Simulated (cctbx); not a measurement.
# Tl2VFe3S8: precision against data quality

Space group R-3m (no. 166), a = 7.7130 Å, b = 7.7130 Å, c = 19.1050 Å, α = 90.00°, β = 90.00°, γ = 120.00°.

| atom | mult. | x | y | z | Ueq (Å²) |
| --- | --- | --- | --- | --- | --- |
| Tl1 | 6 | 2/3 | 1/3 | 0.2057 | 0.0035 |
| Fe1 | 9 | 1/2 | 0 | 0 | 0.0054 |
| V1 | 3 | 1/3 | 2/3 | 1/6 | 0.0041 |
| S1 | 6 | 2/3 | 1/3 | 0.0738 | 0.0044 |
| S2 | 18 | 0.4812 | 0.9624 | 0.2491 | 0.0056 |

The model is made up (kin elements in a known structure type, no relaxation), so it says nothing on whether the phase exists.

Five simulated data sets (cctbx; Ag Kα, λ = 0.56087 Å; 3 % proportional error) differ in resolution or exposure (noise floor 15 counts in the first three, 8 in the last two). Each is refined with the right model, isotropic at 1.1 Å and anisotropic otherwise. How do the figures of merit and the uncertainties move?

```
d min (Å)  top counts  ⟨I/σ⟩ (unmerged, absences included)  unique  param. (scale apart)   Rint      R1  GooF  largest s.u. xyz (fractional)  s.u. U of S1 (Å²)  largest error (Å)
      1.1       20000                                  6.1     113                     9  0.023  0.0111  1.09                        0.00032             0.0010             0.0015
     0.84       20000                                  6.0     241                    18  0.027  0.0094  0.85                        0.00014             0.0005             0.0019
      0.6       20000                                  5.2     622                    18  0.033  0.0113  0.93                        0.00009             0.0002             0.0002
     0.75         300                                  0.7     332                    18  0.280  0.0610  0.86                        0.00127             0.0038             0.0210
     0.75        3000                                  3.0     332                    18  0.056  0.0187  0.86                        0.00027             0.0008             0.0057
```

The number of reflections grows roughly as 1/d³: 113, 241 and 622 here. R1 follows the noise rather than the truth: at 300 counts it is 0.0610, at 3000 counts 0.0187, while GooF is 0.86 and 0.86: the weights 1/σ² carry the noise. The s.u. of U (U11 where anisotropic) for S1 goes 0.0010, 0.0005, 0.0002 Å² with resolution and 0.0038, 0.0008 Å² with exposure.

Hardware for the 0.6 Å refinement: 0.71 s on 1 thread of Arm Neoverse N1 (shared host), peak memory 0.1 GiB.

[Logs are printed without paths, hosts, clocks, repeated set-up lines and the standing remarks that a program may print on its own settings, such as how far it seeks lower states.]
